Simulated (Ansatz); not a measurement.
# Heat carried by phonons in BN (F-43m)

Aim: the lattice thermal conductivity of BN against temperature, and which phonons carry it. The starting cell is a computed one from a database.

What experiment has found for this phase:
- thermal conductivity 760 W/m/K near room temperature (given in “Combining the AFLOW GIBBS and Elastic Libraries to efficiently and robustly screen thermo-mechanical properties of solids”, 2017, arXiv:1611.05714)

Method: DFT LDA, scalar-relativistic, plane waves, PAW; PAW set soft_1, in Ansatz 0.2.0.

**1. The structure**

The structure is cubic, space group F-43m (No. 216). Conventional cell: a = 3.626 Å, b = 3.626 Å, c = 3.626 Å, α = 90.00°, β = 90.00°, γ = 90.00°. Nearest to B lie 4 N at 1.57 Å. N has 4 B at 1.57 Å nearest. Farther neighbours and most contacts between anions are not listed.

**2. A first coarse run**

Before spending time, one coarse run tells the gap and the pressure of the starting cell.

Contents of input.yaml:

```yaml
crystal:
  lattice:
    - [0.0, 1.813001, 1.813001]
    - [1.813001, 0.0, 1.813001]
    - [1.813001, 1.813001, 0.0]
  atoms:
    - { symbol: B, position: [0.0, 0.0, 0.0] }
    - { symbol: "N", position: [0.75, 0.75, 0.75] }
kpoints:
  mp_grid: { grid: [8, 8, 8] }
hamiltonian:
  xc: lda
  pseudopotentials: { kind: paw, azcp: { folder: soft_1 }, xc_functional: pbe }
scf:
  occupations: { method: gaussian, width: 0.1 }
  lower_state_search: "off"
output:
  forces: true
  stress: true
  eigenvalues: true
```

Started as:

```sh
> ansatz run input.yaml --threads 18 --pin off --max-ram 92160MiB --backend cuda --events-out ev --progress --plain --runs-dir out --max-vram 78GiB
```

Numbers of over 12 decimals in the logs are rounded to 6 here.

What it wrote:

```text
Engine: ansatz 0.2.0, aarch64-unknown-linux-gnu
Pseudopotentials: kind: paw
Pseudopotential: B, paw, valence charge 3, recommended cutoff 420 eV (normal), soft_1/B.paw.azcp
Pseudopotential: N, paw, valence charge 5, recommended cutoff 420 eV (normal), soft_1/N.paw.azcp
Functional definition: SPW92
  exchange = slater_x
  correlation = pw_c
device memory: the entry about to start is reckoned to put 0.5 GiB on a device that reports 140.1 GiB free (of which the cap on the GPU budget leaves the run 78.0 GiB)
GPU FFT provider: cuFFT
GPU libraries: cuBLAS 13.8.1, cuFFT 12.4.0, cuSOLVER 12.3.2
GPU matrix products: emulated (plane waves: as basis.precision tells), large ones in fixed point in workspaces of 1.00 GiB
Crystal: 2 atoms, lattice volume = 11.919 Å³
Basis set: ecut = 420 eV, 259 PW (Γ)
Bands: 8, of which v1, the nominal top of the filled ones, is band 4 counted from 1 (3 counted from 0)
Symmetry: 24 space group operations
Space group: F-43m (ITA 216), of the structure as read, at distance tolerance 2.3e-5 Å
k-points: 29 of 512 (time reversal used)
Non-local potential: B, projectors of the file, l = 0: 2, l = 1: 2, l = 2: 1
Non-local potential: N, projectors of the file, l = 0: 2, l = 1: 2, l = 2: 1
PAW form: soft (Blöchl's): semilocal exchange-correlation on the pseudo side does not see the compensation charge
PAW frozen core: B, regenerated for the run's functional, and the local potential with it (the file was generated under x = pbe(κ = 0.804, μ = 0.219515), c = pbe(β = 0.066725))
PAW frozen core: N, regenerated for the run's functional, and the local potential with it (the file was generated under x = pbe(κ = 0.804, μ = 0.219515), c = pbe(β = 0.066725))
PAW one-centre angular grid: B, 110 points (default); XC on 64 Gauss nodes
PAW one-centre angular grid: N, 110 points (default); XC on 64 Gauss nodes
Initial density: superposition of atomic densities (chi_scale 0.1, normalization cell, long waves kept (reshape's long-wave potential 0.00 eV rms))
Initial wavefunctions: pseudopotential atomic-orbital guess
GPU buffer pool allocated for 5832 grid points (all kernels)
GPU transforms: local potential and band sums: pruned to the plane-wave sphere, on 18×18×18
Functional: x = slater, c = lda
SCF iter   1: F=—  HF=-527.165246 eV  |F-HF|=—  |Δ(HF+E_count)|=         —  Δρ=1.41e-1  dr2=1.92e0  ethr=3.10e-3  ⟨swp⟩=4.0  Hψ=1519  notcnv=0
preconditioner: auto → none  [insulator: Δε(μ)=5.762 eV  Ē_g=20.087 eV  σ=0.100 eV  W_gap=1.00  n_scr=0 (ndim 8)  ℏωp=30.4 eV  f_vac=0.000  D(μ)=0.00/eV (n_scr^D=0)  ε∞_Penn≈3.3]
SCF iter   2: F=—  HF=-526.532488 eV  |F-HF|=—  |Δ(HF+E_count)|=   6.33e-1  Δρ=6.34e-2  dr2=2.68e-1  ethr=3.10e-3  ⟨swp⟩=2.1  Hψ=686  notcnv=0
SCF iter   3: F=—  HF=-526.460046 eV  |F-HF|=—  |Δ(HF+E_count)|=   7.24e-2  Δρ=2.16e-2  dr2=3.43e-2  ethr=3.10e-3  ⟨swp⟩=3.0  Hψ=453  notcnv=0
SCF iter   4: F=—  HF=-526.450240 eV  |F-HF|=—  |Δ(HF+E_count)|=   9.81e-3  Δρ=2.81e-3  dr2=3.26e-4  ethr=4.29e-4  ⟨swp⟩=2.9  Hψ=457  notcnv=0
SCF iter   5: F=—  HF=-526.450223 eV  |F-HF|=—  |Δ(HF+E_count)|=   1.63e-5  Δρ=1.88e-4  dr2=1.92e-6  ethr=4.08e-6  ⟨swp⟩=1.1  Hψ=470  notcnv=0
SCF iter   6: F=—  HF=-526.450236 eV  |F-HF|=—  |Δ(HF+E_count)|=   1.25e-5  Δρ=2.88e-5  dr2=2.57e-8  ethr=1.25e-9  ⟨swp⟩=5.7  Hψ=1200  notcnv=0
SCF iter   7: F=-526.450236 eV  HF=-526.450236 eV  |F-HF|=4.22e-9  |Δ(HF+E_count)|=   6.46e-9  Δρ=1.39e-5  dr2=6.66e-9  ethr=3.22e-10  ⟨swp⟩=2.1  Hψ=767  notcnv=0
SCF 1 converged in 7 iterations: F = -526.450236 eV  dr2 = 6.66e-9
  greatest PAW one-centre occupation: 0.780 electrons in one spin orbital (limit 2), on the N atom at site 1 (counted from 0), in its partial waves of l = 0
SCF converged after 7 iterations
Free energy (F): -526.450236 eV
Harris-Foulkes:  -526.450236 eV  (|F-HF|=4.22e-9)
Internal energy: -526.450236 eV  (E = F + TS)
E sigma→0 (E₀):  -526.450236 eV
Fermi energy:    12.938741 eV
--- Per-component energies (eV) ---
  E_band       = 23.920353
  E_kinetic    = 182.658573
  E_local      = -160.966182  (includes V_loc(G=0)·N_el)
  E_nonlocal   = 43.959142
  E_hartree    = 48.750884
  E_xc         = -92.213454
  E_vxc        = -114.458348  (∫ρ·V_xc dr)
  E_paw        = -191.468798  (= ΣΔE_a)
  E_vpaw       = -24.776126  (= ΣTr[D̂ρ^β])
  E_aug_tail   = 0.000962  (compensation charges beyond the density's cutoff)
  E_ewald      = -357.297240
  E_core_change = 0.125878  (= ΣΔE_core)
  E_smearing   = -0.000000  (= −TS)
  E_closure    = 0.000000  (closes the sum)
  Σ components = -526.450236   (vs F -526.450236, Δ=0.00e0)
--- Forces (eV/Å), atoms counted from 1 ---
  atom   1  B     -0.00000000    -0.00000000     0.00000000
  atom   2  N      0.00000000     0.00000000     0.00000000
  max |Σ_I F_I| component: 4.81e-16 eV/Å
--- Stress (GPa, compression-positive) ---
      -14.389031       0.000000      -0.000000
        0.000000     -14.389031       0.000000
       -0.000000       0.000000     -14.389031
  P = ⅓ Tr σ = -14.3890 GPa (-143.890 kbar)
--- Band table (eV; the first three rows and the last of 29) ---
  k-point 0: bands = ["-9.2055", "10.7664", "10.7664", "10.7664", "19.4146", "19.4146", "19.4146", "21.0317"]
  k-point 1: bands = ["-8.8275", "8.9172", "10.3879", "10.3879", "19.7987", "19.9784", "19.9784", "22.1712"]
  k-point 2: bands = ["-7.7288", "5.3510", "9.6435", "9.6435", "20.2968", "20.9175", "20.9175", "24.1144"]
  k-point 28: bands = ["-3.2755", "3.3014", "3.8129", "4.2713", "20.1669", "23.8720", "24.9625", "25.2810"]
```

Run time: 1 s. Hardware: 1 × NVIDIA GB200 with 18 threads of Arm Neoverse V2, shared host; peak memory 0.98 GiB; 1.5 s of CPU time.

Reading the cycles: dr2 is the Hartree energy of the density residual (eV), the measure of convergence; HF is the Harris–Foulkes estimate of the energy, which meets the free energy F at convergence.

A gap read on the k-mesh alone can miss the band edges.

Numbers from this step:

- pressure: -14.39 GPa
- gap on the k-mesh: 4.345 eV
- volume per atom: 5.959 Å³/atom

The start is under -14 GPa at this level and looks like an insulator or semiconductor on this mesh.

**3. A loose first relaxation**

The start is far from rest, so a relaxation with loose thresholds first brings it near the minimum.

input.yaml, as its differences from that of step 2:

```diff
@@ -9,3 +9,3 @@
 kpoints:
-  mp_grid: { grid: [8, 8, 8] }
+  mp_grid: { grid: [10, 10, 10] }
 hamiltonian:
@@ -20 +20,6 @@
   eigenvalues: true
+relax:
+  adjacent_minimum: "off"
+  f_tol: 0.05
+  max_steps: 80
+  cell: { stress_tol: 0.5 }
```

What it wrote:

```text
[...]
Crystal: 2 atoms, lattice volume = 11.919 Å³
Basis set: ecut = 420 eV, 259 PW (Γ)
Bands: 8, of which v1, the nominal top of the filled ones, is band 4 counted from 1 (3 counted from 0)
Symmetry: 24 space group operations
[...]
k-points: 47 of 1000 (time reversal used)
[...]
SCF iter   1: F=—  HF=-527.165264 eV  |F-HF|=—  |Δ(HF+E_count)|=         —  Δρ=1.41e-1  dr2=1.92e0  ethr=3.10e-3  ⟨swp⟩=4.0  Hψ=2453  notcnv=0
[...]
SCF iter   2: F=—  HF=-526.532632 eV  |F-HF|=—  |Δ(HF+E_count)|=   6.33e-1  Δρ=6.34e-2  dr2=2.68e-1  ethr=3.10e-3  ⟨swp⟩=2.1  Hψ=1112  notcnv=0
[...]
SCF iter   7: F=-526.450397 eV  HF=-526.450397 eV  |F-HF|=1.46e-11  |Δ(HF+E_count)|=  1.18e-10  Δρ=7.31e-7  dr2=3.48e-11  ethr=7.26e-11  ⟨swp⟩=2.0  Hψ=1128  notcnv=0
SCF 1 converged in 7 iterations: F = -526.450397 eV  dr2 = 3.48e-11
[...]
relax step   1: F+E_penalty+E_count = -526.45039673 eV  Δ(F+E_penalty+E_count) = +0.000e0 eV  max|allowed force component| = 3.978e-16 eV/Å  Δτ_max = 0.0000 Å  P = -14.380 GPa  Ω = 11.919 Å³  (7 SCF iters, dr2 threshold 1.00e-7 eV, accepted)
[...]
Crystal: 2 atoms, lattice volume = 11.657 Å³
[...]
iter 1 solved again at ethr=4.08e-5 eV; its pass at ethr=3.10e-3 eV (dr2=3.26e-3 eV) is discarded
[...]
SCF iter   2: F=—  HF=-526.468711 eV  |F-HF|=—  |Δ(HF+E_count)|=   1.12e-3  Δρ=2.08e-3  dr2=3.87e-4  ethr=4.00e-5  ⟨swp⟩=2.5  Hψ=566  notcnv=0
[...]
SCF iter   5: F=-526.468580 eV  HF=-526.468580 eV  |F-HF|=5.35e-11  |Δ(HF+E_count)|=   1.31e-8  Δρ=2.94e-6  dr2=4.10e-10  ethr=2.50e-9  ⟨swp⟩=5.0  Hψ=1825  notcnv=0
SCF 2 converged in 5 iterations: F = -526.468580 eV  dr2 = 4.10e-10
[...]
relax step   2: F+E_penalty+E_count = -526.46858025 eV  Δ(F+E_penalty+E_count) = -1.818e-2 eV  max|allowed force component| = 1.226e-16 eV/Å  Δτ_max = 0.0000 Å  P = -6.147 GPa  Ω = 11.657 Å³  energy of the carried Pulay correction = +1.331e-3 eV  (5 SCF iters, dr2 threshold 2.00e-7 eV, accepted)
[...]
Crystal: 2 atoms, lattice volume = 11.470 Å³
Basis set: ecut = 420 eV, 229 PW (Γ)
[...]
SCF iter   5: F=-526.473024 eV  HF=-526.473024 eV  |F-HF|=3.75e-11  |Δ(HF+E_count)|=   6.57e-9  Δρ=1.45e-6  dr2=1.04e-10  ethr=2.48e-9  ⟨swp⟩=3.0  Hψ=1243  notcnv=0
SCF 3 converged in 5 iterations: F = -526.473024 eV  dr2 = 1.04e-10
[...]
relax step   3: F+E_penalty+E_count = -526.47302392 eV  Δ(F+E_penalty+E_count) = -4.444e-3 eV  max|allowed force component| = 1.827e-16 eV/Å  Δτ_max = 0.0000 Å  P = +0.303 GPa  Ω = 11.470 Å³  energy of the carried Pulay correction = +2.306e-3 eV  (5 SCF iters, dr2 threshold 2.00e-7 eV, accepted)
[...]
SCF iter   1: F=—  HF=-526.471156 eV  |F-HF|=—  |Δ(HF+E_count)|=         —  Δρ=2.67e-4  dr2=1.08e-6  ethr=1.26e-8  ⟨swp⟩=3.3  Hψ=3642  notcnv=0
[...]
SCF iter   2: F=—  HF=-526.471156 eV  |F-HF|=—  |Δ(HF+E_count)|=   1.98e-7  Δρ=1.29e-4  dr2=2.70e-7  ethr=1.26e-8  ⟨swp⟩=2.0  Hψ=553  notcnv=0
[...]
SCF iter   4: F=-526.471156 eV  HF=-526.471156 eV  |F-HF|=1.47e-11  |Δ(HF+E_count)|=   1.37e-8  Δρ=3.48e-6  dr2=3.58e-10  ethr=2.50e-11  ⟨swp⟩=3.0  Hψ=1414  notcnv=0
SCF 4 converged in 4 iterations: F = -526.471156 eV  dr2 = 3.58e-10
relax step   4: F+E_penalty+E_count = -526.47115644 eV  Δ(F+E_penalty+E_count) = +1.867e-3 eV  max|allowed force component| = 1.503e-16 eV/Å  Δτ_max = 0.0000 Å  P = -0.025 GPa  Ω = 11.470 Å³  stress off target by 2.55e-2 GPa  SCF on the basis re-selected at this cell (its energy is not comparable with the rows above)  (4 SCF iters)
basis re-selected at this cell: Δ(F+E_penalty+E_count) = +1.867e-3 eV, ΔP = -0.329 GPa vs the last step (what re-selecting the basis moved, of the pressure what is left beyond the Pulay correction that the steps carried, after the strain that the cell walked since its last selection, with what the two solves' SCF thresholds leave and, on support functions, any second-order correction that the steps lacked; it is no m [...]
SCF converged after 4 iterations
Free energy (F): -526.471156 eV
[...]
Internal energy: -526.471156 eV  (E = F + TS)
E sigma→0 (E₀):  -526.471156 eV
Fermi energy:    13.583177 eV
[...]
--- Stress (GPa, compression-positive) ---
       -0.025453      -0.000000      -0.000000
       -0.000000      -0.025453      -0.000000
       -0.000000      -0.000000      -0.025453
  P = ⅓ Tr σ = -0.0255 GPa (-0.255 kbar)
--- Band table (eV; the first three rows and the last of 47) ---
[...]
--- Relaxed structure (3 steps of the walk, 3 accepted, 1 SCFs on fresh bases) ---
  F+E_penalty+E_count = -526.47115644 eV   max|allowed force component| = 1.503e-16 eV/Å   (the final SCF, on the basis selected at the relaxed cell)
  cell:  # Å, volume = 11.4695 Å³
    - [0, 1.789941, 1.789941]
    - [1.789941, 0, 1.789941]
    - [1.789941, 1.789941, 0]
  atoms:
    - { symbol: B, position: [0, 0, 0] }
    - { symbol: N, position: [0.75, 0.75, 0.75] }
```

It took 3.7 s on 1 × NVIDIA GB200 with 18 threads; peak memory 0.95 GiB.

Step by step:

```csv
step,energy less that of the first step (eV),largest force component (eV/Å),pressure (GPa),volume (Å³)
1,0.0000,0.0000,-14.38,11.92
2,-0.0182,0.0000,-6.15,11.66
3,-0.0226,0.0000,0.30,11.47
4*,-0.0208,0.0000,-0.03,11.47
```

Relaxation steps marked * repeat the geometry before them on a plane-wave basis chosen anew for their cell, so energy and pressure can jump there.

Forces are held to the 24 operations that the run works with; a distortion that breaks them can't arise in this run.

```csv
"conventional cell, symmetrised",before,after,change
a (Å),3.626,3.580,-1.3 %
b (Å),3.626,3.580,-1.3 %
c (Å),3.626,3.580,-1.3 %
volume (Å³/atom),5.96,5.73,-3.8 %
```

Final coordinates:

```cif
data_structure
_symmetry_space_group_name_H-M 'P 1'
_symmetry_Int_Tables_number 1
_cell_length_a 2.5314
_cell_length_b 2.5314
_cell_length_c 2.5314
_cell_angle_alpha 60.000
_cell_angle_beta 60.000
_cell_angle_gamma 60.000
_cell_volume 11.47
loop_
_atom_site_label
_atom_site_type_symbol
_atom_site_fract_x
_atom_site_fract_y
_atom_site_fract_z
_atom_site_occupancy
B1 B 0.00000 0.00000 0.00000 1
N2 N 0.75000 0.75000 0.75000 1
```

This step gave:

| Quantity | Value |
| --- | --- |
| pressure | -0.02545 GPa |
| gap on the k-mesh | 4.389 eV |
| volume per atom | 5.735 Å³/atom |

The relaxation ends with a pressure of -0.03 GPa.

**4. Finding the static equilibrium**

Phonons are second derivatives about a minimum, so cell and atoms are relaxed first, inside the symmetry of the start.

input.yaml, the sections that differ from step 3:

```yaml
crystal:
  lattice:
    - [0.0, 1.78994121, 1.78994121]
    - [1.78994121, 0.0, 1.78994121]
    - [1.78994121, 1.78994121, 0.0]
  atoms:
    - { symbol: B, position: [0.0, 0.0, 0.0] }
    - { symbol: "N", position: [0.75, 0.75, 0.75] }
kpoints:
  mp_grid: { grid: [12, 12, 12] }
scf:
  occupations: { method: gaussian, width: 0.02 }
  lower_state_search: "off"
relax:
  adjacent_minimum: "off"
  f_tol: 0.005
  max_steps: 80
  cell: { stress_tol: 0.05 }
# hamiltonian, output: as in step 3
```

What it wrote:

```text
[...]
GPU FFT provider: cuFFT
GPU libraries: cuBLAS 13.8.1, cuFFT 12.4.0, cuSOLVER 12.3.2
[...]
Crystal: 2 atoms, lattice volume = 11.470 Å³
Basis set: ecut = 420 eV, 229 PW (Γ)
Bands: 8, of which v1, the nominal top of the filled ones, is band 4 counted from 1 (3 counted from 0)
Symmetry: 24 space group operations
[...]
P = ⅓ Tr σ = -0.0186 GPa (-0.186 kbar)
--- Band table (eV; the first three rows and the last of 72) ---
[...]
--- Relaxed structure (1 steps of the walk, 1 accepted, 1 SCFs on fresh bases) ---
[...]
cell:  # Å, volume = 11.4695 Å³
    - [0.0, 1.78994121, 1.78994121]
    - [1.78994121, 0.0, 1.78994121]
    - [1.78994121, 1.78994121, 0.0]
  atoms:
    - { symbol: B, position: [0.0, 0.0, 0.0] }
    - { symbol: N, position: [0.750000, 0.750000, 0.750000] }
[key lines of the parts left out:]
SCF converged after 2 iterations
Free energy (F): -526.471162 eV
Fermi energy:    13.583165 eV
```

Run time: 2.5 s. Hardware: 1 × NVIDIA GB200 with 18 threads; peak memory 0.97 GiB.

Little changed from the start: no atom moved by 0.005 Å and no cell edge by 0.1 %.

This step gave:

* pressure: -0.01863 GPa

**5. Relaxing to small residual forces and stress**

The thresholds are tightened for a last relaxation ahead of the phonons, and where mesh or smearing change with them the cell follows.

input.yaml, the sections that differ from step 4:

```yaml
scf:
  occupations: { method: fixed }
  lower_state_search: "off"
relax:
  adjacent_minimum: "off"
  f_tol: 0.001
  max_steps: 60
  cell: { stress_tol: 0.01 }
# crystal, kpoints, hamiltonian, output: as in step 4
```

What it wrote:

```text
[...]
GPU FFT provider: cuFFT
GPU libraries: cuBLAS 13.8.1, cuFFT 12.4.0, cuSOLVER 12.3.2
[...]
Crystal: 2 atoms, lattice volume = 11.470 Å³
Basis set: ecut = 420 eV, 229 PW (Γ)
Bands: 8, of which v1, the nominal top of the filled ones, is band 4 counted from 1 (3 counted from 0)
Symmetry: 24 space group operations
[...]
P = ⅓ Tr σ = -0.0080 GPa (-0.080 kbar)
--- Band table (eV; the first three rows and the last of 72) ---
[...]
--- Relaxed structure (2 steps of the walk, 2 accepted, 1 SCFs on fresh bases) ---
[...]
cell:  # Å, volume = 11.4692 Å³
    - [0, 1.789926, 1.789926]
    - [1.789926, 0, 1.789926]
    - [1.789926, 1.789926, 0]
  atoms:
    - { symbol: B, position: [0, 0, 0] }
    - { symbol: N, position: [0.750000, 0.750000, 0.750000] }
[key lines of the parts left out:]
SCF converged after 4 iterations
Free energy (F): -526.471163 eV
Fermi energy:    11.389176 eV
```

Wall time 3.3 s (1 × NVIDIA GB200 with 18 threads); peak memory 1 GiB; 8.4 s of CPU time.

Little changed from the start: no atom moved by 0.005 Å and no cell edge by 0.1 %.

Numbers from this step:

* pressure: -0.008019 GPa

The residual pressure is -0.0080 GPa, small enough for phonons.

**6. An input with a fault**

This input was changed on purpose, to see how the program answers.

Contents of input.yaml:

```yaml
crystal:
  lattice:
    - [0.0, 1.7899255272, 1.7899255272]
    - [1.7899255272, 0.0, 1.7899255272]
    - [1.7899255272, 1.7899255272, 0.0]
  atoms:
    - { symbol: B, position: [0.0, 0.0, 0.0] }
    - { symbol: "N", position: [0.75, 0.75, 0.75] }
kpoints:
  mp_grid: { grid: [12, 12, 12] }
hamiltonian:
  xc: lda
  pseudopotentials: { kind: paw, azcp: { folder: soft_1 }, xc_functional: pbe }
scf:
  occupations: { method: fixed }
  lower_state_search: "off"
  max_iter: 80
output:
  eigenvalues: true
phonons:
  supercell: [3, 3, 3]
  dielectric: false
  third_order: { supercell: [3, 3, 3], pair_cutoff: 1.7 }
  lattice_thermal_conductivity:
    qmesh: [15, 16, 17]
    temperatures: [300]
    isotope_mass_variance:
      - { species: B, variance: 0.001354 }
      - { species: "N", variance: 1.838e-05 }
```

What it wrote:

```text
Error: invalid value for `phonons.lattice_thermal_conductivity.qmesh`: [15, 16, 17] is not mapped onto itself by every operation of the crystal's point group, which phonons.lattice_thermal_conductivity requires of this mesh (its Boltzmann solve uses the whole point group); the smallest at or above it that is: [17, 17, 17]
```

The job ended after 0.07 s (18 threads; peak memory 0.053 GiB).

The input was rejected at the start.

The program's message: “Error: invalid value for `phonons.lattice_thermal_conductivity.qmesh`: [15, 16, 17] is not mapped onto itself by every operation of the crystal's point group, which phonons.lattice_thermal_conductivit …”

The fault put into the input: a q mesh that breaks the point group.

[end of part 1 of 3]

[Logs are printed without paths, hosts, clocks, repeated set-up lines and the standing remarks that a program may print on its own settings, such as how far it seeks lower states.]

[Hosts, paths, dates, database ids (printed as entryN), source tags and the programs' standing remarks are cut or masked in the printed files.]

[A step with changed settings may run another functional than the one named; its input shows which.]
